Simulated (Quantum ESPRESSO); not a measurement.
# Dipole at the next field: H-BN-H chair, 1 layer

How the rows were computed: Quantum ESPRESSO 7.5, vdW-DF-cx, GBRV ultrasoft, PBE files; sawtooth field along the normal with dipole correction, ions clamped, threshold 1e-9 Ry; cell area 5.821 Å².

```tsv
field (V/Å)	dipole (e Å a cell)
0	−0.14043
0.1	−0.12927
0.2	−0.11800
```

**Question.** What is the dipole at −0.2 V/Å, and what electrostatic thickness 4πα/A follows from the rows?

**Worked estimate.** The slope is (−0.11800 − (−0.14043))/0.2 = 0.1122 e Å²/V, so 4πα/A = 180.95 × 0.1122/5.821 = 3.49 Å. Linear response gives p = −0.14043 + 0.1122 × (−0.2) = −0.16286 e Å; a parabola through the three rows gives −0.16242.

**The withheld run.** p = −0.16250 e Å. The line misses by 1.6 % of the induced dipole and the parabola by 0.4 %. The response is slightly nonlinear.

Caveats: Electrons alone respond; local and semilocal functionals tend to overscreen.

[Logs are printed without paths, hosts, clocks, repeated set-up lines and the standing remarks that a program may print on its own settings, such as how far it seeks lower states.]
